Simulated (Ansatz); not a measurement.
## The perfect V wire along [110], 23 atoms a period

Wanted: the relaxed geometry and the bands of the V wire along [110], 23 atoms a period.

Main program and level: Ansatz 0.2.0; DFT PBE, plane waves, PAW; relaxation of a wire's period; PAW set soft_1, in the first sound run; inputs show where later runs differ.

### 1. Set-up

The cell holds 23 atoms: 23 V. Its edges and angles: a = 15.770 Å, b = 15.257 Å, c = 4.228 Å, α = 90.0°, β = 90.0°, γ = 90.0°. Vacuum lies along a and b. The structure's axis is c.

### 2. Relaxing the period

Band widths follow the bond lengths, so the wire is relaxed first. The atoms and the third cell vector are free; the box across stays fixed as vacuum. A Fermi-Dirac smearing is set since the result may be a metal. The pressure printed is a third of the stress's trace over the whole box, vacuum included; only the stress along the axis is relaxed.

The input, input.yaml:

```yaml
crystal:
  lattice:
    - [15.77, 0.0, 0.0]
    - [0.0, 15.257, 0.0]
    - [0.0, 0.0, 4.2284985515]
  atoms:
    - { symbol: V, position: [0.310399493, 0.499999905, 0.0] }
    - { symbol: V, position: [0.405199746, 0.361424217, 0.0] }
    - { symbol: V, position: [0.5, 0.222848529, 0.0] }
    - { symbol: V, position: [0.5, 0.499999905, 0.0] }
    - { symbol: V, position: [0.594800254, 0.361424217, 0.0] }
    - { symbol: V, position: [0.689600507, 0.499999905, 0.0] }
    - { symbol: V, position: [0.215599239, 0.499999905, 0.5] }
    - { symbol: V, position: [0.310399493, 0.361424217, 0.5] }
    - { symbol: V, position: [0.310399493, 0.638575593, 0.5] }
    - { symbol: V, position: [0.405199746, 0.222848529, 0.5] }
    - { symbol: V, position: [0.405199746, 0.499999905, 0.5] }
    - { symbol: V, position: [0.405199746, 0.777151282, 0.5] }
    - { symbol: V, position: [0.5, 0.361424217, 0.5] }
    - { symbol: V, position: [0.5, 0.638575593, 0.5] }
    - { symbol: V, position: [0.594800254, 0.222848529, 0.5] }
    - { symbol: V, position: [0.594800254, 0.499999905, 0.5] }
    - { symbol: V, position: [0.594800254, 0.777151282, 0.5] }
    - { symbol: V, position: [0.689600507, 0.361424217, 0.5] }
    - { symbol: V, position: [0.689600507, 0.638575593, 0.5] }
    - { symbol: V, position: [0.784400761, 0.499999905, 0.5] }
    - { symbol: V, position: [0.405199746, 0.638575593, 0.0] }
    - { symbol: V, position: [0.5, 0.777151282, 0.0] }
    - { symbol: V, position: [0.594800254, 0.638575593, 0.0] }
kpoints:
  mp_grid: { grid: [1, 1, 19] }
scf:
  occupations: { method: fermi_dirac, width: 0.05 }
hamiltonian:
  xc: pbe
  pseudopotentials: { kind: paw, azcp: { folder: soft_1 } }
relax:
  cell: { fix: [a, b, alpha, beta, gamma] }
  max_steps: 45
  f_tol: 0.03
```

Run with:

```sh
$ ansatz run input.yaml --threads 4 --pin off --max-ram 16384MiB --backend cpu --events-out ev --progress --plain --runs-dir out
```

Numbers of over 12 decimals in the logs are rounded to 6 here.

The program printed:

```text
Engine: ansatz 0.2.0, aarch64-unknown-linux-gnu
Pseudopotentials: kind: paw
Pseudopotential: V, paw, valence charge 13, recommended cutoff 420 eV (normal), soft_1/V.paw.azcp
Functional definition: PBE
  parameter kappa = 0.804
  parameter beta = 0.066725
  exchange = pbe_x(kappa = kappa, mu = beta*pi^2/3)
  correlation = pbe_c(beta = beta)
Crystal: 23 atoms, lattice volume = 1017.389 Å³
Basis set: ecut = 420 eV, 19829 PW (Γ), exchange–correlation on 216×216×60 points (8 copies of the dense FFT grid, shifted against one another)
Bands: 180, of which v1, the nominal top of the filled ones, is band 150 counted from 1 (149 counted from 0)
Symmetry: 8 space group operations
Space group: Pmmm (ITA 47), of the structure as read, at distance tolerance 1.0e-4 Å
k-points: 10 of 19
Non-local potential: V, projectors of the file, l = 0: 3, l = 1: 2, l = 2: 3, l = 3: 1
PAW form: soft (Blöchl's): semilocal exchange-correlation on the pseudo side does not see the compensation charge
PAW one-centre angular grid: V, 590 points (default); XC on 64 Gauss nodes
Initial density: superposition of atomic densities (neutral atoms: chi_scale 0, normalization atom)
Initial wavefunctions: pseudopotential atomic-orbital guess
Functional: x = pbe(κ = 0.804, μ = 0.219515), c = pbe(β = 0.066725)
SCF iter   1: F=—  HF=-67002.164462 eV  |F-HF|=—  |Δ(HF+E_count)|=         —  Δρ=8.90e-2  dr2=6.33e2  ethr=3.10e-3  ⟨swp⟩=10.8  Hψ=8754  notcnv=0
preconditioner: auto → LDOS  [metal: Δε(μ)=0.011 eV  Ē_g=3.242 eV  σ=0.050 eV  W_gap=0.05  n_scr=202 (ndim 8)  ℏωp=12.5 eV  f_vac=0.522  D(μ)=30.68/eV (n_scr^D=230)  β→1.0]
SCF iter   2: F=—  HF=-67017.426827 eV  |F-HF|=—  |Δ(HF+E_count)|=    1.53e1  Δρ=1.62e-1  dr2=1.69e3  ethr=3.10e-3  ⟨swp⟩=15.0  Hψ=14160  notcnv=0  defer=8  recentre
SCF iter   3: F=—  HF=-66967.186787 eV  |F-HF|=—  |Δ(HF+E_count)|=    5.02e1  Δρ=3.92e-2  dr2=1.13e2  ethr=3.10e-3  ⟨swp⟩=12.1  Hψ=9984  notcnv=0  defer=12
SCF iter   4: F=—  HF=-66961.542163 eV  |F-HF|=—  |Δ(HF+E_count)|=    5.64e0  Δρ=1.25e-2  dr2=2.66e0  ethr=3.10e-3  ⟨swp⟩=7.3  Hψ=4345  notcnv=0  defer=16
SCF iter   5: F=—  HF=-66961.282460 eV  |F-HF|=—  |Δ(HF+E_count)|=   2.60e-1  Δρ=5.25e-3  dr2=5.62e-1  ethr=8.89e-4  ⟨swp⟩=6.3  Hψ=4047  notcnv=0  defer=7
SCF iter   6: F=—  HF=-66961.281234 eV  |F-HF|=—  |Δ(HF+E_count)|=   1.23e-3  Δρ=3.08e-3  dr2=1.98e-1  ethr=1.88e-4  ⟨swp⟩=5.8  Hψ=2906  notcnv=0  defer=3
SCF iter   7: F=—  HF=-66961.275476 eV  |F-HF|=—  |Δ(HF+E_count)|=   5.76e-3  Δρ=8.02e-4  dr2=1.83e-2  ethr=6.63e-5  ⟨swp⟩=3.0  Hψ=2599  notcnv=0  defer=2
SCF iter   8: F=—  HF=-66961.276548 eV  |F-HF|=—  |Δ(HF+E_count)|=   1.07e-3  Δρ=3.93e-4  dr2=4.63e-3  ethr=6.11e-6  ⟨swp⟩=3.2  Hψ=2623  notcnv=0  defer=2
SCF iter   9: F=—  HF=-66961.276782 eV  |F-HF|=—  |Δ(HF+E_count)|=   2.34e-4  Δρ=1.55e-4  dr2=6.43e-4  ethr=1.55e-6  ⟨swp⟩=2.2  Hψ=2201  notcnv=0  defer=1
SCF iter  10: F=—  HF=-66961.276845 eV  |F-HF|=—  |Δ(HF+E_count)|=   6.34e-5  Δρ=6.82e-5  dr2=1.21e-4  ethr=2.15e-7  ⟨swp⟩=2.1  Hψ=2374  notcnv=0  defer=1
SCF iter  11: F=—  HF=-66961.276870 eV  |F-HF|=—  |Δ(HF+E_count)|=   2.48e-5  Δρ=1.90e-5  dr2=5.72e-6  ethr=4.05e-8  ⟨swp⟩=2.2  Hψ=2289  notcnv=0  defer=1
SCF iter  12: F=—  HF=-66961.277405 eV  |F-HF|=—  |Δ(HF+E_count)|=   5.35e-4  Δρ=1.21e-5  dr2=2.96e-6  ethr=1.91e-9  ⟨swp⟩=3.0  Hψ=2805  notcnv=0  defer=1
SCF iter  13: F=—  HF=-66961.277406 eV  |F-HF|=—  |Δ(HF+E_count)|=   5.99e-7  Δρ=4.39e-6  dr2=3.08e-7  ethr=9.91e-10  ⟨swp⟩=2.0  Hψ=2383  notcnv=0  defer=1
SCF iter  14: F=-66961.277406 eV  HF=-66961.277406 eV  |F-HF|=3.71e-9  |Δ(HF+E_count)|=   5.91e-9  Δρ=1.14e-6  dr2=1.87e-8  ethr=3.34e-11  ⟨swp⟩=5.3  Hψ=5750  notcnv=0
SCF 1 converged in 14 iterations: F = -66961.277406 eV  dr2 = 1.87e-8
  greatest PAW one-centre occupation: 1.000 electrons in one spin orbital (limit 2), on the V atom at site 15 (counted from 0), in its partial waves of l = 0
relax step   1: F+E_penalty+E_count = -66961.27740564 eV  Δ(F+E_penalty+E_count) = +0.000e0 eV  max|allowed force component| = 2.256e0 eV/Å  Δτ_max = 0.0000 Å  P = -4.500 GPa  Ω = 1017.389 Å³  fix = [a, b, alpha, beta, gamma]  reactions: a -4.208, b -4.244 GPa  (14 SCF iters, dr2 threshold 1.00e-7 eV, accepted)
Crystal: 23 atoms, lattice volume = 990.555 Å³
Basis set: ecut = 420 eV, 19311 PW (Γ), exchange–correlation on 216×216×60 points (8 copies of the dense FFT grid, shifted against one another)
Initial density: handed on by an earlier stage of this run
Initial wavefunctions: those handed on with the density
SCF iter   1: F=—  HF=-66964.702512 eV  |F-HF|=—  |Δ(HF+E_count)|=         —  Δρ=2.27e-2  dr2=1.50e1  ethr=3.10e-3  ⟨swp⟩=13.3  Hψ=9504  notcnv=0
preconditioner: auto → LDOS  [metal: Δε(μ)=0.015 eV  Ē_g=2.602 eV  σ=0.050 eV  W_gap=0.07  n_scr=190 (ndim 8)  ℏωp=12.7 eV  f_vac=0.572  D(μ)=30.01/eV (n_scr^D=222)  β→1.0]
SCF iter   2: F=—  HF=-66964.585645 eV  |F-HF|=—  |Δ(HF+E_count)|=   1.17e-1  Δρ=2.29e-2  dr2=1.54e1  ethr=3.10e-3  ⟨swp⟩=3.7  Hψ=3173  notcnv=0  defer=19
SCF iter   3: F=—  HF=-66963.648844 eV  |F-HF|=—  |Δ(HF+E_count)|=   9.37e-1  Δρ=2.37e-3  dr2=7.33e-2  ethr=3.10e-3  ⟨swp⟩=2.2  Hψ=2640  notcnv=0  defer=19
SCF iter   4: F=—  HF=-66963.661025 eV  |F-HF|=—  |Δ(HF+E_count)|=   1.22e-2  Δρ=1.16e-3  dr2=1.88e-2  ethr=2.45e-5  ⟨swp⟩=4.8  Hψ=4085  notcnv=0  defer=9
SCF iter   5: F=—  HF=-66963.661407 eV  |F-HF|=—  |Δ(HF+E_count)|=   3.82e-4  Δρ=3.62e-4  dr2=2.91e-3  ethr=6.28e-6  ⟨swp⟩=2.0  Hψ=2557  notcnv=0  defer=9
SCF iter   6: F=—  HF=-66963.661928 eV  |F-HF|=—  |Δ(HF+E_count)|=   5.21e-4  Δρ=1.99e-4  dr2=7.26e-4  ethr=9.72e-7  ⟨swp⟩=2.0  Hψ=2315  notcnv=0  defer=9
SCF iter   7: F=—  HF=-66963.662094 eV  |F-HF|=—  |Δ(HF+E_count)|=   1.66e-4  Δρ=6.21e-5  dr2=6.65e-5  ethr=2.43e-7  ⟨swp⟩=2.0  Hψ=2357  notcnv=0  defer=9
SCF iter   8: F=—  HF=-66963.662106 eV  |F-HF|=—  |Δ(HF+E_count)|=   1.21e-5  Δρ=2.16e-5  dr2=6.85e-6  ethr=2.23e-8  ⟨swp⟩=2.0  Hψ=2431  notcnv=0  defer=9
SCF iter   9: F=-66963.662108 eV  HF=-66963.662108 eV  |F-HF|=1.02e-8  |Δ(HF+E_count)|=   2.19e-6  Δρ=7.04e-6  dr2=7.73e-7  ethr=7.69e-10  ⟨swp⟩=5.0  Hψ=5826  notcnv=0
SCF 2 converged in 9 iterations: F = -66963.662108 eV  dr2 = 7.73e-7
relax step   2: F+E_penalty+E_count = -66963.66210822 eV  Δ(F+E_penalty+E_count) = -2.385e0 eV  max|allowed force component| = 8.143e-1 eV/Å  Δτ_max = 0.1946 Å  P = -1.383 GPa  Ω = 990.555 Å³  energy of the carried Pulay correction = +7.003e-3 eV  fix = [a, b, alpha, beta, gamma]  reactions: a -1.064, b -1.316 GPa  (9 SCF iters, dr2 threshold 2.30e-6 eV, accepted)
Crystal: 23 atoms, lattice volume = 969.088 Å³
[...]
relax step   8: F+E_penalty+E_count = -66964.04278862 eV  Δ(F+E_penalty+E_count) = -3.854e-3 eV  max|allowed force component| = 2.789e-2 eV/Å  Δτ_max = 0.0160 Å  P = -0.052 GPa  Ω = 959.932 Å³  energy of the carried Pulay correction = +1.523e-2 eV  fix = [a, b, alpha, beta, gamma]  reactions: a -0.065, b -0.054 GPa  (8 SCF iters, dr2 threshold 3.24e-7 eV, accepted)
Basis set: ecut = 420 eV, 18807 PW (Γ), exchange–correlation on 216×216×54 points (8 copies of the dense FFT grid, shifted against one another)
Initial wavefunctions: pseudopotential atomic-orbital guess (no wavefunctions were taken with the density)
iter 1 solved again at ethr=2.69e-7 eV; its pass at ethr=3.10e-3 eV (dr2=8.05e-4 eV) is discarded
SCF iter   1: F=—  HF=-66964.025477 eV  |F-HF|=—  |Δ(HF+E_count)|=         —  Δρ=8.97e-5  dr2=9.65e-6  ethr=2.69e-7  ⟨swp⟩=5.4  Hψ=14372  notcnv=0
preconditioner: auto → LDOS  [metal: Δε(μ)=0.011 eV  Ē_g=2.582 eV  σ=0.050 eV  W_gap=0.05  n_scr=190 (ndim 8)  ℏωp=12.9 eV  f_vac=0.567  D(μ)=33.39/eV (n_scr^D=258)  β→1.0]
SCF iter   2: F=—  HF=-66964.026149 eV  |F-HF|=—  |Δ(HF+E_count)|=   6.72e-4  Δρ=7.02e-5  dr2=6.55e-5  ethr=3.23e-9  ⟨swp⟩=3.1  Hψ=3939  notcnv=0
SCF iter   3: F=—  HF=-66964.026139 eV  |F-HF|=—  |Δ(HF+E_count)|=   9.78e-6  Δρ=2.75e-5  dr2=6.80e-6  ethr=3.23e-9  ⟨swp⟩=2.4  Hψ=3374  notcnv=0
SCF iter   4: F=—  HF=-66964.026138 eV  |F-HF|=—  |Δ(HF+E_count)|=   1.12e-6  Δρ=9.16e-6  dr2=8.53e-7  ethr=2.27e-9  ⟨swp⟩=2.1  Hψ=3155  notcnv=0
SCF iter   5: F=—  HF=-66964.026138 eV  |F-HF|=—  |Δ(HF+E_count)|=   1.18e-7  Δρ=3.38e-6  dr2=1.62e-7  ethr=2.85e-10  ⟨swp⟩=3.6  Hψ=3503  notcnv=0
SCF iter   6: F=—  HF=-66964.026138 eV  |F-HF|=—  |Δ(HF+E_count)|=   2.14e-8  Δρ=8.16e-7  dr2=1.59e-8  ethr=5.41e-11  ⟨swp⟩=2.0  Hψ=2360  notcnv=0
SCF iter   7: F=—  HF=-66964.026138 eV  |F-HF|=—  |Δ(HF+E_count)|=  4.51e-10  Δρ=3.15e-7  dr2=1.53e-9  ethr=5.33e-12  ⟨swp⟩=2.4  Hψ=2984  notcnv=0
SCF iter   8: F=—  HF=-66964.026138 eV  |F-HF|=—  |Δ(HF+E_count)|=  2.47e-10  Δρ=1.66e-7  dr2=4.36e-10  ethr=1.00e-12  ⟨swp⟩=2.0  Hψ=2336  notcnv=0
SCF iter   9: F=-66964.026138 eV  HF=-66964.026138 eV  |F-HF|=7.28e-11  |Δ(HF+E_count)|=  2.91e-11  Δρ=4.63e-8  dr2=2.70e-11  ethr=1.00e-12  ⟨swp⟩=4.9  Hψ=5367  notcnv=0
SCF 9 converged in 9 iterations: F = -66964.026138 eV  dr2 = 2.70e-11
relax step   9: F+E_penalty+E_count = -66964.02613811 eV  Δ(F+E_penalty+E_count) = +1.665e-2 eV  max|allowed force component| = 2.819e-2 eV/Å  Δτ_max = 0.0000 Å  P = -0.043 GPa  Ω = 959.932 Å³  fix = [a, b, alpha, beta, gamma]  reactions: a -0.053, b -0.046 GPa  stress off target by 3.18e-2 GPa on what of the cell is left free  SCF on the basis re-selected at this cell (its energy is not comparable with the rows above)  (9 SCF iters)
basis re-selected at this cell: Δ(F+E_penalty+E_count) = +1.665e-2 eV, ΔP = +0.008 GPa vs the last step (what re-selecting the basis moved, of the pressure what is left beyond the Pulay correction that the steps carried, after the strain that the cell walked since its last selection, with what the two solves' SCF thresholds leave and, on support functions, any second-order correction that the steps lacked; it is no measure of the basis error at this ecutwfc). The dense FFT grid was sized anew with the basis: this SCF ran on 108×108×27 points, the steps before it on 108×108×30, so part of this shift can come from that change (see relax.cell in the input reference). [rest of the remark cut]
SCF converged after 9 iterations
Free energy (F): -66964.026138 eV
Harris-Foulkes:  -66964.026138 eV  (|F-HF|=7.28e-11)
Internal energy: -66963.753386 eV  (E = F + TS)
E sigma→0 (E₀):  -66963.889762 eV
Entropy (-TS):   -0.272752 eV (-11.859 meV/atom)
Fermi energy:    3.147150 eV
--- Per-component energies (eV) ---
  E_band       = -7342.658248
  E_kinetic    = 6803.459607
  E_local      = -197946.150402  (includes V_loc(G=0)·N_el)
  E_nonlocal   = 1926.880555
  E_hartree    = 95056.223478
  E_xc         = -2628.753496
  E_vxc        = -3323.886295  (∫ρ·V_xc dr)
  E_paw        = -25906.966138  (= ΣΔE_a)
  E_vpaw       = -4915.433569  (= ΣTr[D̂ρ^β])
  E_aug_tail   = 0.024418  (compensation charges beyond the density's cutoff)
  E_ewald      = 55731.528592
  E_smearing   = -0.272752  (= −TS)
  E_closure    = 0.000000  (closes the sum)
  Σ components = -66964.026138   (vs F -66964.026138, Δ=0.00e0)
--- Forces (eV/Å), atoms counted from 1 ---
  atom   1  V      0.01387803    -0.00000000     0.00000000
  atom   2  V      0.01242910     0.02193594     0.00000000
  atom   3  V      0.00000000    -0.00817419    -0.00000000
  atom   4  V      0.00000000     0.00000000     0.00000000
  atom   5  V     -0.01242910     0.02193594    -0.00000000
  atom   6  V     -0.01387803     0.00000000    -0.00000000
  atom   7  V     -0.01668593     0.00000000    -0.00000000
  atom   8  V      0.01249737     0.00628381     0.00000000
  atom   9  V      0.01249737    -0.00628381     0.00000000
  atom  10  V      0.01121401    -0.01192830     0.00000000
  atom  11  V      0.01899625    -0.00000000     0.00000000
  atom  12  V      0.01121401     0.01192830     0.00000000
  atom  13  V     -0.00000000     0.02819197     0.00000000
  atom  14  V      0.00000000    -0.02819197    -0.00000000
  atom  15  V     -0.01121401    -0.01192830    -0.00000000
  atom  16  V     -0.01899625     0.00000000    -0.00000000
  atom  17  V     -0.01121401     0.01192830    -0.00000000
  atom  18  V     -0.01249737     0.00628381    -0.00000000
  atom  19  V     -0.01249737    -0.00628381    -0.00000000
  atom  20  V      0.01668593    -0.00000000     0.00000000
  atom  21  V      0.01242910    -0.02193594     0.00000000
  atom  22  V     -0.00000000     0.00817419     0.00000000
  atom  23  V     -0.01242910    -0.02193594    -0.00000000
  max |Σ_I F_I| component: 6.94e-18 eV/Å
--- Stress (GPa, compression-positive) ---
       -0.052714       0.000000      -0.000000
        0.000000      -0.045555       0.000000
       -0.000000       0.000000      -0.031840
  P = ⅓ Tr σ = -0.0434 GPa (-0.434 kbar)
--- Relaxed structure (8 steps of the walk, 7 accepted, 1 SCFs on fresh bases) ---
  F+E_penalty+E_count = -66964.02613811 eV   max|allowed force component| = 2.819e-2 eV/Å   (the final SCF, on the basis selected at the relaxed cell)
  cell:  # Å, volume = 959.9318 Å³
    - [15.77, 0, 0]
    - [0, 15.257, 0]
    - [0, 0, 3.989693]
  atoms:
    - { symbol: V, position: [0.311501, 0.5, -2.280009446650456e-19] }
    - { symbol: V, position: [0.403633, 0.357182, 3.242931089773969e-19] }
    - { symbol: V, position: [0.5, 0.224729, 0] }
    - { symbol: V, position: [0.5, 0.5, 0] }
    - { symbol: V, position: [0.596367, 0.357182, -3.242931089773505e-19] }
    - { symbol: V, position: [0.688499, 0.5, 2.280009446650456e-19] }
    - { symbol: V, position: [0.228308, 0.5, 0.5] }
    - { symbol: V, position: [0.304369, 0.370809, 0.5] }
    - { symbol: V, position: [0.304369, 0.629191, 0.5] }
    - { symbol: V, position: [0.412995, 0.232793, 0.5] }
    - { symbol: V, position: [0.402554, 0.5, 0.5] }
    - { symbol: V, position: [0.412995, 0.767207, 0.5] }
    - { symbol: V, position: [0.5, 0.363894, 0.5] }
    - { symbol: V, position: [0.5, 0.636106, 0.5] }
    - { symbol: V, position: [0.587005, 0.232793, 0.5] }
    - { symbol: V, position: [0.597446, 0.5, 0.5] }
    - { symbol: V, position: [0.587005, 0.767207, 0.5] }
    - { symbol: V, position: [0.695631, 0.370809, 0.5] }
    - { symbol: V, position: [0.695631, 0.629191, 0.5] }
    - { symbol: V, position: [0.771692, 0.5, 0.5] }
    - { symbol: V, position: [0.403633, 0.642818, 3.242931089773505e-19] }
    - { symbol: V, position: [0.5, 0.775271, 0] }
    - { symbol: V, position: [0.596367, 0.642818, -3.2429310897739687e-19] }
```

Wall time 9.8 min (4 threads of Arm Neoverse V1, shared host); peak memory 4.6 GiB; 39 min of CPU time.

This run has no spin polarisation, although V can carry a moment.

(Part 1 of 2 ends here.)

[Logs are printed without paths, hosts, clocks, repeated set-up lines and the standing remarks that a program may print on its own settings, such as how far it seeks lower states.]

[Hosts, paths, dates, database ids (printed as entryN), source tags and the programs' standing remarks are cut or masked in the printed files.]
